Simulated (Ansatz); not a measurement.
# Hf (P6_3/mmc, 2 atoms in the cell): modes against biaxial strain in the (0001) plane, that of a and b, part 2 of 3

Wanted: the shifts of the zone-centre modes of Hf (P6_3/mmc, 2 atoms in the cell) with strain.

Ansatz 0.2.0; DFT LDA, scalar-relativistic, plane waves, PAW; PAW set soft_1.

So far: Set-up; Bringing the structure to rest.

### Step 3. Tight relaxation

Phonons need small forces and stress, so the relaxation is finished with tight tolerances on 15×15×8 k points.

The input, input.yaml:

```yaml
crystal:
  lattice:
    - [3.1207715262, 0.0, 0.0]
    - [-1.5603857631, 2.7026674211, 0.0]
    - [0.0, 0.0, 4.9393132049]
  atoms:
    - { symbol: Hf, position: [0.3333333333, 0.6666666667, 0.25] }
    - { symbol: Hf, position: [0.6666666667, 0.3333333333, 0.75] }
kpoints:
  mp_grid: { grid: [15, 15, 8] }
hamiltonian:
  xc: lda
  pseudopotentials: { kind: paw, azcp: { folder: soft_1 }, xc_functional: pbe }
scf:
  occupations: { method: methfessel_paxton, width: 0.2 }
output:
  forces: true
  stress: true
  eigenvalues: true
  write_density: true
  write_potential: true
  elf: true
  volumetric_format: npy
relax:
  adjacent_minimum: "off"
  f_tol: 0.001
  max_steps: 60
  cell: { stress_tol: 0.01 }
```

Launch:

```bash
$ ansatz run input.yaml --threads 4 --pin off --max-ram 10240MiB --backend cpu --events-out ev --progress --plain --runs-dir out
```

Numbers of over 12 decimals in the logs are rounded to 6 here.

The program printed:

```text
[...]
Crystal: 2 atoms, lattice volume = 41.660 Å³
Basis set: ecut = 420 eV, 809 PW (Γ)
Bands: 32, of which v1, the nominal top of the filled ones, is band 26 counted from 1 (25 counted from 0)
Symmetry: 24 space group operations
[...]
k-points: 135 of 1800
[...]
k-point 134: bands = [... 22 lower, 17.3661, 17.3661, 17.7616, 17.7616, 19.2182, 19.2182, 21.8749, 21.8749, ... 2 higher]
--- Relaxed structure (3 steps of the walk, 2 accepted, 1 SCFs on fresh bases) ---
[...]
cell:  # Å, volume = 41.6569 Å³
    - [3.120613, 0, 0]
    - [-1.560306, 2.702530, 0]
    - [0, 0.0, 4.939431]
  atoms:
    - { symbol: Hf, position: [0.333333, 0.666667, 0.25] }
    - { symbol: Hf, position: [0.666667, 0.333333, 0.750000] }
[key lines of the parts left out:]
SCF converged after 4 iterations
Free energy (F): -30954.985117 eV
Fermi energy:    19.317372 eV
P = ⅓ Tr σ = 0.0002 GPa (0.002 kbar)
```

Wall time 11 s (4 threads of Arm Neoverse V1, shared host); peak memory 0.45 GiB; 40 s of CPU time.

Little changed from the start: no atom moved by 0.005 Å and no cell edge by 0.1 %.

Numbers from this step:

```yaml
pressure: 2.15e-4 GPa
```

Electrostatic potential energy in the ac plane at fractional y = 0.333, with atoms of Hf within 0.2 Å of it. With pseudopotentials it is smooth inside the atoms' cores, unlike the true potential.

Ten even steps from '_' (-15 eV) to '@' (21 eV):
```
@@@@@@@@@@@@%%%%##********##%%%%
%%@@@@@@@@@@%%**++--::::--==**##
%%@@@@@@@@%%##==::________..==**
##%%@@@@%%##++::____________..==
**%%@@@@%%##==..__..::::..____--
**%%@@@@%%##--____::====::____::
**%%@@@@%%##==____..--==::____--
**%%@@@@%%##++..____....______==
##%%@@@@@@%%**--..__________::++
%%@@@@@@@@%%##**--::......--++##
@@@@@@@@@@@@%%##**++====++**##%%
@@@@@@@@@@@@@@%%%%########%%%%@@
@@@@@@@@@@@@@@@@@@@@%%%%@@@@@@@@
@@%%%%%%%%%%@@@@@@@@@@@@@@@@@@@@
%%%%######%%%%@@@@@@@@@@@@@@@@%%
##********##%%%%@@@@@@@@@@@@@@%%
**++++==++**##%%@@@@@@@@@@@@%%%%
**++======++##%%@@@@@@@@@@@@%%##
**==----==++**%%@@@@@@@@@@@@%%##
**++======**##%%@@@@@@@@@@@@%%##
##**++++****##%%@@@@@@@@@@@@@@%%
%%##########%%@@@@@@@@@@@@@@@@%%
%%%%%%%%%%%%@@@@@@@@@@@@@@@@@@@@
@@@@@@@@@@@@@@@@@@@@@@@@@@@@@@@@
@@@@@@@@@@@@@@@@%%%%%%%%%%%%@@@@
```
Columns run along a (3.1 Å; values clipped at the 3rd and 97th percentile), rows up along c (4.9 Å). Atoms in or near the plane, at fractional coordinates: Hf at (0.67, 0.75).

ELF in the ac plane at fractional y = 0.333, with atoms of Hf within 0.2 Å of it. It is the smooth field of the valence electrons, not physical close to the nuclei.

Values, 22 rows by 16 columns, each cell a mean:
```
0.25 0.36 0.43 0.45 0.39 0.28 0.19 0.16 0.18 0.24 0.29 0.30 0.26 0.20 0.16 0.17
0.18 0.29 0.42 0.44 0.34 0.21 0.15 0.20 0.33 0.47 0.55 0.56 0.50 0.38 0.24 0.16
0.16 0.22 0.34 0.37 0.26 0.17 0.20 0.36 0.56 0.70 0.76 0.77 0.73 0.62 0.43 0.24
0.19 0.18 0.28 0.30 0.21 0.17 0.30 0.54 0.73 0.81 0.84 0.85 0.83 0.77 0.61 0.37
0.22 0.16 0.24 0.26 0.19 0.19 0.38 0.64 0.80 0.85 0.86 0.86 0.86 0.82 0.71 0.46
0.23 0.16 0.24 0.26 0.18 0.19 0.38 0.65 0.80 0.85 0.86 0.86 0.86 0.83 0.72 0.47
0.19 0.17 0.27 0.29 0.20 0.17 0.31 0.56 0.75 0.83 0.85 0.85 0.84 0.79 0.64 0.39
0.16 0.21 0.33 0.36 0.25 0.16 0.20 0.38 0.59 0.72 0.78 0.79 0.75 0.64 0.45 0.24
0.17 0.28 0.41 0.43 0.33 0.20 0.15 0.21 0.34 0.49 0.57 0.58 0.52 0.40 0.24 0.16
0.24 0.35 0.43 0.44 0.38 0.27 0.19 0.16 0.19 0.26 0.32 0.33 0.28 0.21 0.17 0.17
0.29 0.33 0.35 0.35 0.34 0.30 0.26 0.23 0.23 0.24 0.25 0.25 0.24 0.23 0.23 0.25
0.25 0.23 0.22 0.22 0.23 0.24 0.27 0.32 0.36 0.39 0.41 0.41 0.40 0.38 0.34 0.29
0.18 0.16 0.16 0.16 0.16 0.18 0.22 0.32 0.44 0.54 0.59 0.60 0.57 0.48 0.36 0.24
0.16 0.17 0.20 0.20 0.19 0.17 0.18 0.27 0.42 0.58 0.67 0.68 0.62 0.48 0.31 0.19
0.18 0.25 0.30 0.32 0.28 0.22 0.19 0.23 0.38 0.56 0.67 0.69 0.62 0.44 0.26 0.17
0.23 0.32 0.39 0.41 0.36 0.27 0.21 0.22 0.35 0.54 0.67 0.69 0.60 0.41 0.23 0.18
0.23 0.32 0.39 0.41 0.36 0.27 0.21 0.22 0.35 0.54 0.67 0.69 0.60 0.41 0.23 0.18
0.19 0.26 0.31 0.33 0.29 0.23 0.19 0.23 0.37 0.56 0.67 0.69 0.62 0.44 0.25 0.17
0.16 0.18 0.21 0.22 0.20 0.18 0.18 0.26 0.41 0.57 0.67 0.68 0.62 0.48 0.30 0.19
0.17 0.15 0.16 0.16 0.16 0.17 0.22 0.31 0.44 0.55 0.61 0.62 0.58 0.49 0.35 0.23
0.24 0.21 0.20 0.20 0.21 0.23 0.27 0.33 0.38 0.42 0.44 0.45 0.43 0.40 0.35 0.29
0.30 0.32 0.33 0.33 0.32 0.30 0.28 0.25 0.24 0.24 0.25 0.25 0.24 0.24 0.25 0.27
```
Columns run along a (3.1 Å), rows up along c (4.9 Å). Atoms in or near the plane, at fractional coordinates: Hf at (0.67, 0.75).

Valence density in the ac plane at fractional y = 0.333, with atoms of Hf within 0.2 Å of it. It is the smooth field of the valence electrons, not physical close to the nuclei.

Values in e/Å³, 22 rows by 16 columns, each cell a mean:
```
 0  0  0  0  0  0  0  0  0  0  1  1  1  0  0  0
 0  0  0  0  0  0  0  0  1  1  2  2  2  1  1  0
 0  0  0  0  0  0  0  1  2  5  8  8  6  3  1  1
 0  0  0  0  0  0  1  2  5 14 23 25 17  7  2  1
 0  0  0  0  0  0  1  3  9 25 43 47 31 13  4  1
 0  0  0  0  0  0  1  3 10 26 45 49 32 14  4  1
 0  0  0  0  0  0  1  2  6 15 26 28 19  8  3  1
 0  0  0  0  0  0  0  1  2  5  8  9  6  3  1  1
 0  0  0  0  0  0  0  0  1  1  2  2  2  1  1  0
 0  0  0  0  0  0  0  0  0  1  1  1  1  0  0  0
 0  0  0  0  0  0  0  0  0  0  0  0  0  0  0  0
 0  0  0  0  0  0  0  0  0  0  0  0  0  0  0  0
 0  0  0  0  0  0  0  0  0  0  0  0  0  0  0  0
 0  0  0  0  0  0  0  0  0  0  0  0  0  0  0  0
 0  1  1  1  1  0  0  0  0  0  0  0  0  0  0  0
 0  1  1  1  1  1  0  0  0  0  0  0  0  0  0  0
 0  1  1  1  1  1  0  0  0  0  0  0  0  0  0  0
 0  1  1  1  1  0  0  0  0  0  0  0  0  0  0  0
 0  0  0  0  0  0  0  0  0  0  0  0  0  0  0  0
 0  0  0  0  0  0  0  0  0  0  0  0  0  0  0  0
 0  0  0  0  0  0  0  0  0  0  0  0  0  0  0  0
 0  0  0  0  0  0  0  0  0  0  0  0  0  0  0  0
```
Columns run along a (3.1 Å), rows up along c (4.9 Å). Atoms in or near the plane, at fractional coordinates: Hf at (0.67, 0.75).

The forces vanish by symmetry and the pressure is 0.000 GPa, within the tolerances set. The cell now holds 20.83 Å³/atom.

### Step 4. Zone-centre response at rest

Phonons follow from the second derivative of the energy, found here by linear response.

The modes at rest are the reference of the series.

input.yaml, the sections that differ from step 3:

```yaml
crystal:
  lattice:
    - [3.1206126508, 0.0, 0.0]
    - [-1.5603063254, 2.702529831, 0.0]
    - [0.0, 0.0, 4.9394305582]
  atoms:
    - { symbol: Hf, position: [0.3333333333, 0.6666666667, 0.25] }
    - { symbol: Hf, position: [0.6666666667, 0.3333333333, 0.75] }
output:
  eigenvalues: true
phonons:
  method: dfpt
# kpoints, hamiltonian, scf: as in step 3
# relax: removed
```

The program printed:

```text
zone centre: on kpoints.mp_grid the ground state, and the responses unless they are solved on pairs of k-points, stand on 320 of the mesh's 1800 k-points, reduced under 4 symmetry operations, with k and −k counted as one. Each operation leaves every solved displacement unchanged or reverses it
[...]
Crystal: 2 atoms, lattice volume = 41.657 Å³
Basis set: ecut = 420 eV, 809 PW (Γ), exchange–correlation on 48×48×72 points (8 copies of the dense FFT grid, shifted against one another)
Bands: 32, of which v1, the nominal top of the filled ones, is band 26 counted from 1 (25 counted from 0)
Symmetry: 24 space group operations
k-points: 320 of 1800 (irreducible under 4 space group operations, time reversal used)
[...]
SCF iter   1: F=—  HF=-30955.205924 eV  |F-HF|=—  |Δ(HF+E_count)|=         —  Δρ=3.41e-2  dr2=5.67e-1  ethr=3.10e-3  ⟨swp⟩=5.0  Hψ=34583  notcnv=0
[...]
SCF iter  11: F=-30954.985117 eV  HF=-30954.985117 eV  |F-HF|=7.28e-12  |Δ(HF+E_count)|=  7.28e-12  S|Δr|=    0.00e0  Δρ=5.40e-8  dr2=5.68e-13  ethr=1.00e-12  ⟨swp⟩=9.5  Hψ=57027  notcnv=0
the search or the solves at the SCF's close seem to have found levels that the self-consistency loop had missed (the run counts 4). By its estimate they hold under 1e-12 electrons; where the run keeps them, the occupations were computed again with them
SCF 1 converged in 11 iterations: F = -30954.985117 eV  dr2 = 5.68e-13
[...]
DFPT response loops at Γ: preconditioner auto → Kerker (q_TF=auto, 2.831 Å⁻¹) (partly filled bands, converged f_vac=0.000); β = 1.00, the filter's whole step (`scf.mixing.beta` (0.50) is not read by the response loops under this deck's `scf.mixing.preconditioner`; to damp them name `kerker` or `kerker_dos`, under which they read `scf.mixing.beta`, and type it under 1.00, their step now; both keys bind the ground state too); Broyden in place of MSR1
SCF converged after 11 iterations
[...]
Free energy (F): -30954.985117 eV
[...]
Internal energy: -30954.988464 eV  (E = F + TS)
E sigma→0 (E₀):  -30954.985954 eV
Entropy (-TS):   0.003347 eV (1.674 meV/atom)
Fermi energy:    19.317372 eV
[...]
--- Band table (eV; the first three rows and the last of 320) ---
  k-point 0: bands = [... 22 lower, 11.7076, 15.3493, 20.3336, 20.4153, 20.4153, 20.7164, 21.3070, 21.3070, ... 2 higher]
  k-point 1: bands = [... 22 lower, 11.8651, 15.2975, 20.0733, 20.3246, 20.3246, 20.5843, 21.1768, 21.1768, ... 2 higher]
  k-point 2: bands = [... 22 lower, 12.3181, 15.0770, 19.5763, 20.1949, 20.1949, 20.2333, 20.8723, 20.8723, ... 2 higher]
  k-point 319: bands = [... 22 lower, 16.2801, 16.2801, 18.4880, 18.4880, 19.2827, 19.2827, 21.5574, 21.5574, ... 2 higher]
--- Phonons (Γ-DFPT): 2 representative perturbations + reference, on 320 of 1800 k-points (Σ response iterations 6) ---
  k mesh reduced under 4 symmetry operations, with k and −k counted as one. Each operation leaves every solved displacement unchanged or reverses it
  ASR residual: 3.532e-5 → 0.000e0 eV/Å²; symmetrization residual: 1.538e-11 eV/Å²
  ASR residual per site (eV/Å²): 3.53e-5 3.53e-5
  Γ frequencies (cm⁻¹): 0.00 0.00 0.00 72.94 72.94 113.01
  non-analytic LO–TO correction: not included (Born effective charges unavailable; polar crystals: no LO–TO splitting at Γ)
```

The job ended after 34 s (4 threads; peak memory 1.5 GiB).

Numbers from this step:

```
sum-rule residual before enforcement                    : 3.53e-5 eV/Å²
point group                                             : 6/mmm
highest optical mode at the zone centre (no LO-TO term) : 113.0 cm⁻¹
lowest optical zone-centre mode                         : 72.94 cm⁻¹
```

Patterns of degenerate modes are one choice out of their space. Modes at Γ:

| mode | frequency (cm⁻¹) | symmetry |
| --- | --- | --- |
| 1 | 0.0 | acoustic |
| 2 | 0.0 | acoustic |
| 3 | 0.0 | acoustic |
| 4 | 72.9 | E2g |
| 5 | 72.9 | E2g |
| 6 | 113.0 | B1g |

Displacements in mode 5 (72.9 cm⁻¹), the largest set to 1:
```
Hf1  0.00  1.00  0.00
Hf2  0.00 -1.00  0.00
```

Displacements in mode 6 (113.0 cm⁻¹), the largest set to 1:
```
Hf1  0.00  0.00  1.00
Hf2  0.00  0.00 -1.00
```

Before it was imposed, the acoustic sum rule was missed by 3.5e-5 eV/Å². Small misses are needed for a sound result but don't prove that mesh and cutoff are converged. The lowest optical mode is real, 72.9 cm⁻¹.

### Step 5. A member of the series: biaxial strain of +4 % in the (0001) plane, that of a and b

The cell takes a biaxial strain of +4 % in the (0001) plane, that of a and b. The strained lengths are held, while the rest of the cell and the atoms relax.

input.yaml, the sections that differ from step 4:

```yaml
crystal:
  lattice:
    - [3.2454371568, 0.0, 0.0]
    - [-1.6227185784, 2.8106310242, 0.0]
    - [0.0, 0.0, 4.8362011536]
  atoms:
    - { symbol: Hf, position: [0.3333333333, 0.6666666667, 0.25] }
    - { symbol: Hf, position: [0.6666666667, 0.3333333333, 0.75] }
output:
  forces: true
  stress: true
  eigenvalues: true
relax:
  adjacent_minimum: "off"
  f_tol: 0.001
  max_steps: 60
  cell: { stress_tol: 0.01, fix: [a, b, gamma] }
# kpoints, hamiltonian, scf: as in step 4
# phonons: removed
```

The program printed:

```text
[...]
Crystal: 2 atoms, lattice volume = 44.115 Å³
Basis set: ecut = 420 eV, 893 PW (Γ)
Bands: 32, of which v1, the nominal top of the filled ones, is band 26 counted from 1 (25 counted from 0)
Symmetry: 24 space group operations
[...]
k-points: 135 of 1800
[...]
k-point 134: bands = [... 22 lower, 16.3707, 16.3707, 16.7358, 16.7358, 18.1039, 18.1039, 20.8809, 20.8809, ... 2 higher]
--- Relaxed structure (4 steps of the walk, 4 accepted, 1 SCFs on fresh bases) ---
[...]
cell:  # Å, volume = 43.8087 Å³
    - [3.245437, 0, 0.0]
    - [-1.622719, 2.810631, 0.0]
    - [0.0, 0.0, 4.802676]
  atoms:
    - { symbol: Hf, position: [0.333333, 0.666667, 0.25] }
    - { symbol: Hf, position: [0.666667, 0.333333, 0.75] }
[key lines of the parts left out:]
SCF converged after 6 iterations
Free energy (F): -30954.901543 eV
Fermi energy:    18.288717 eV
P = ⅓ Tr σ = -5.0954 GPa (-50.954 kbar)
```

Wall time 13 s (4 threads); peak memory 0.45 GiB; 51 s of CPU time.

Relaxation path:

| step | energy less that of the first step (eV) | largest force component (eV/Å) | pressure (GPa) | volume (Å³) |
| --- | --- | --- | --- | --- |
| 1 | 0.0000 | 0.0000 | -5.88 | 44.11 |
| 2 | -0.0005 | 0.0000 | -4.40 | 43.55 |
| 3 | -0.0014 | 0.0000 | -5.10 | 43.81 |
| 4 | -0.0014 | 0.0000 | -5.09 | 43.81 |
| 5* | -0.0014 | 0.0000 | -5.10 | 43.81 |

Relaxation steps marked * repeat the geometry before them on a plane-wave basis chosen anew for their cell, so energy and pressure can jump there.

Forces are held to the 24 operations that the run works with; a distortion that breaks them can't arise in this run.

| conventional cell, symmetrised | before | after | change |
| --- | --- | --- | --- |
| a (Å) | 3.245 | 3.245 | -0.0 % |
| b (Å) | 3.245 | 3.245 | -0.0 % |
| c (Å) | 4.836 | 4.803 | -0.7 % |
| volume (Å³/atom) | 22.06 | 21.90 | -0.7 % |

The relaxed structure:

```
Hf
1.0
     3.24544    0.00000    0.00000
    -1.62272    2.81063    0.00000
     0.00000    0.00000    4.80268
Hf
2
Cartesian
  0.0000 1.8738 1.2007
  1.6227 0.9369 3.6020
```

Numbers from this step:

| Item | Value |
| --- | --- |
| pressure | -5.095 GPa |
| volume per atom | 21.90 Å³ |

The forces vanish by symmetry.

### Step 6. Zone-centre modes of the member: biaxial strain of +4 % in the (0001) plane, that of a and b

The zone-centre modes follow for biaxial strain of +4 % in the (0001) plane, that of a and b.

input.yaml, the sections that differ from step 5:

```yaml
crystal:
  lattice:
    - [3.2454371568, 0.0, 0.0]
    - [-1.6227185784, 2.8106310242, 0.0]
    - [0.0, 0.0, 4.8026758106]
  atoms:
    - { symbol: Hf, position: [0.3333333333, 0.6666666667, 0.25] }
    - { symbol: Hf, position: [0.6666666667, 0.3333333333, 0.75] }
output:
  eigenvalues: true
phonons:
  method: dfpt
# kpoints, hamiltonian, scf: as in step 5
# relax: removed
```

The program printed:

```text
[...]
Crystal: 2 atoms, lattice volume = 43.809 Å³
Basis set: ecut = 420 eV, 869 PW (Γ), exchange–correlation on 48×48×72 points (8 copies of the dense FFT grid, shifted against one another)
Bands: 32, of which v1, the nominal top of the filled ones, is band 26 counted from 1 (25 counted from 0)
Symmetry: 24 space group operations
k-points: 320 of 1800 (irreducible under 4 space group operations, time reversal used)
[...]
SCF iter   1: F=—  HF=-30955.134508 eV  |F-HF|=—  |Δ(HF+E_count)|=         —  Δρ=3.35e-2  dr2=6.02e-1  ethr=3.10e-3  ⟨swp⟩=5.3  Hψ=35769  notcnv=0
[...]
SCF iter  11: F=-30954.901544 eV  HF=-30954.901544 eV  |F-HF|=0.00e0  |Δ(HF+E_count)|=  1.46e-11  S|Δr|=    0.00e0  Δρ=9.36e-8  dr2=2.06e-12  ethr=1.00e-12  ⟨swp⟩=12.3  Hψ=73983  notcnv=0
SCF 1 converged in 11 iterations: F = -30954.901544 eV  dr2 = 2.06e-12
[...]
SCF converged after 11 iterations
[...]
Free energy (F): -30954.901544 eV
[...]
Internal energy: -30954.908694 eV  (E = F + TS)
E sigma→0 (E₀):  -30954.903331 eV
Entropy (-TS):   0.007150 eV (3.575 meV/atom)
Fermi energy:    18.288717 eV
[...]
--- Band table (eV; the first three rows and the last of 320) ---
  k-point 0: bands = [... 22 lower, 10.8294, 14.5955, 19.1953, 19.1953, 19.6878, 20.2133, 20.2133, 20.2875, ... 2 higher]
  k-point 1: bands = [... 22 lower, 10.9938, 14.5579, 19.0300, 19.0300, 19.3763, 20.0329, 20.0329, 20.1381, ... 2 higher]
  k-point 2: bands = [... 22 lower, 11.4681, 14.3623, 18.8029, 18.8288, 18.8288, 19.6327, 19.6327, 19.7306, ... 2 higher]
  k-point 319: bands = [... 22 lower, 15.3055, 15.3055, 17.4815, 17.4815, 18.2238, 18.2238, 20.3985, 20.3985, ... 2 higher]
[...]
ASR residual: 3.430e-5 → 0.000e0 eV/Å²; symmetrization residual: 3.773e-12 eV/Å²
  ASR residual per site (eV/Å²): 3.43e-5 3.43e-5
  Γ frequencies (cm⁻¹): 0.00 0.00 0.00 82.57 82.57 133.24
[...]
```

It took 36 s on 4 threads; peak memory 1.5 GiB; 2.2 min of CPU time.

This step gave:

| Quantity | Value |
| --- | --- |
| sum-rule residual before enforcement | 3.43e-5 eV/Å² |
| highest optical mode at the zone centre (no LO-TO term) | 133.2 cm⁻¹ |
| lowest optical zone-centre mode | 82.57 cm⁻¹ |

Patterns of degenerate modes are one choice out of their space. Modes at Γ:

| mode | frequency (cm⁻¹) | symmetry |
| --- | --- | --- |
| 1 | 0.0 | acoustic |
| 2 | 0.0 | acoustic |
| 3 | 0.0 | acoustic |
| 4 | 82.6 | E2g |
| 5 | 82.6 | E2g |
| 6 | 133.2 | B1g |

The lowest optical mode is real, 82.6 cm⁻¹, and the highest lies at 133.2 cm⁻¹.

For the highest optical mode at the zone centre (no LO-TO term), step 4 gave 113 cm⁻¹; this run, with strain 4 %, gives 133 cm⁻¹ (+18 %).

### Step 7. Relaxation of a member: biaxial strain of -4 % in the (0001) plane, that of a and b

The cell takes a biaxial strain of -4 % in the (0001) plane, that of a and b. The strained lengths are held, while the rest of the cell and the atoms relax.

input.yaml, the sections that differ from step 6:

```yaml
crystal:
  lattice:
    - [2.9957881448, 0.0, 0.0]
    - [-1.4978940724, 2.5944286378, 0.0]
    - [0.0, 0.0, 5.0654757054]
  atoms:
    - { symbol: Hf, position: [0.3333333333, 0.6666666667, 0.25] }
    - { symbol: Hf, position: [0.6666666667, 0.3333333333, 0.75] }
output:
  forces: true
  stress: true
  eigenvalues: true
relax:
  adjacent_minimum: "off"
  f_tol: 0.001
  max_steps: 60
  cell: { stress_tol: 0.01, fix: [a, b, gamma] }
# kpoints, hamiltonian, scf: as in step 6
# phonons: removed
```

The program printed:

```text
[...]
Crystal: 2 atoms, lattice volume = 39.371 Å³
Basis set: ecut = 420 eV, 749 PW (Γ)
Bands: 32, of which v1, the nominal top of the filled ones, is band 26 counted from 1 (25 counted from 0)
Symmetry: 24 space group operations
[...]
k-points: 135 of 1800
[...]
k-point 134: bands = [... 22 lower, 18.3707, 18.3707, 18.7987, 18.7987, 20.3163, 20.3163, 22.7233, 22.7233, ... 2 higher]
--- Relaxed structure (4 steps of the walk, 4 accepted, 1 SCFs on fresh bases) ---
[...]
cell:  # Å, volume = 39.7671 Å³
    - [2.995788, 0, 0.0]
    - [-1.497894, 2.594429, 0.0]
    - [0.0, 0.0, 5.116484]
  atoms:
    - { symbol: Hf, position: [0.333333, 0.666667, 0.250000] }
    - { symbol: Hf, position: [0.666667, 0.333333, 0.75] }
[key lines of the parts left out:]
SCF converged after 7 iterations
Free energy (F): -30954.896914 eV
Fermi energy:    20.275772 eV
P = ⅓ Tr σ = 5.5935 GPa (55.935 kbar)
```

Wall time 13 s (4 threads); peak memory 0.45 GiB.

[end of part 2 of 3]

[Logs are printed without paths, hosts, clocks, repeated set-up lines and the standing remarks that a program may print on its own settings, such as how far it seeks lower states.]

[Hosts, paths, dates, database ids (printed as entryN), source tags and the programs' standing remarks are cut or masked in the printed files.]
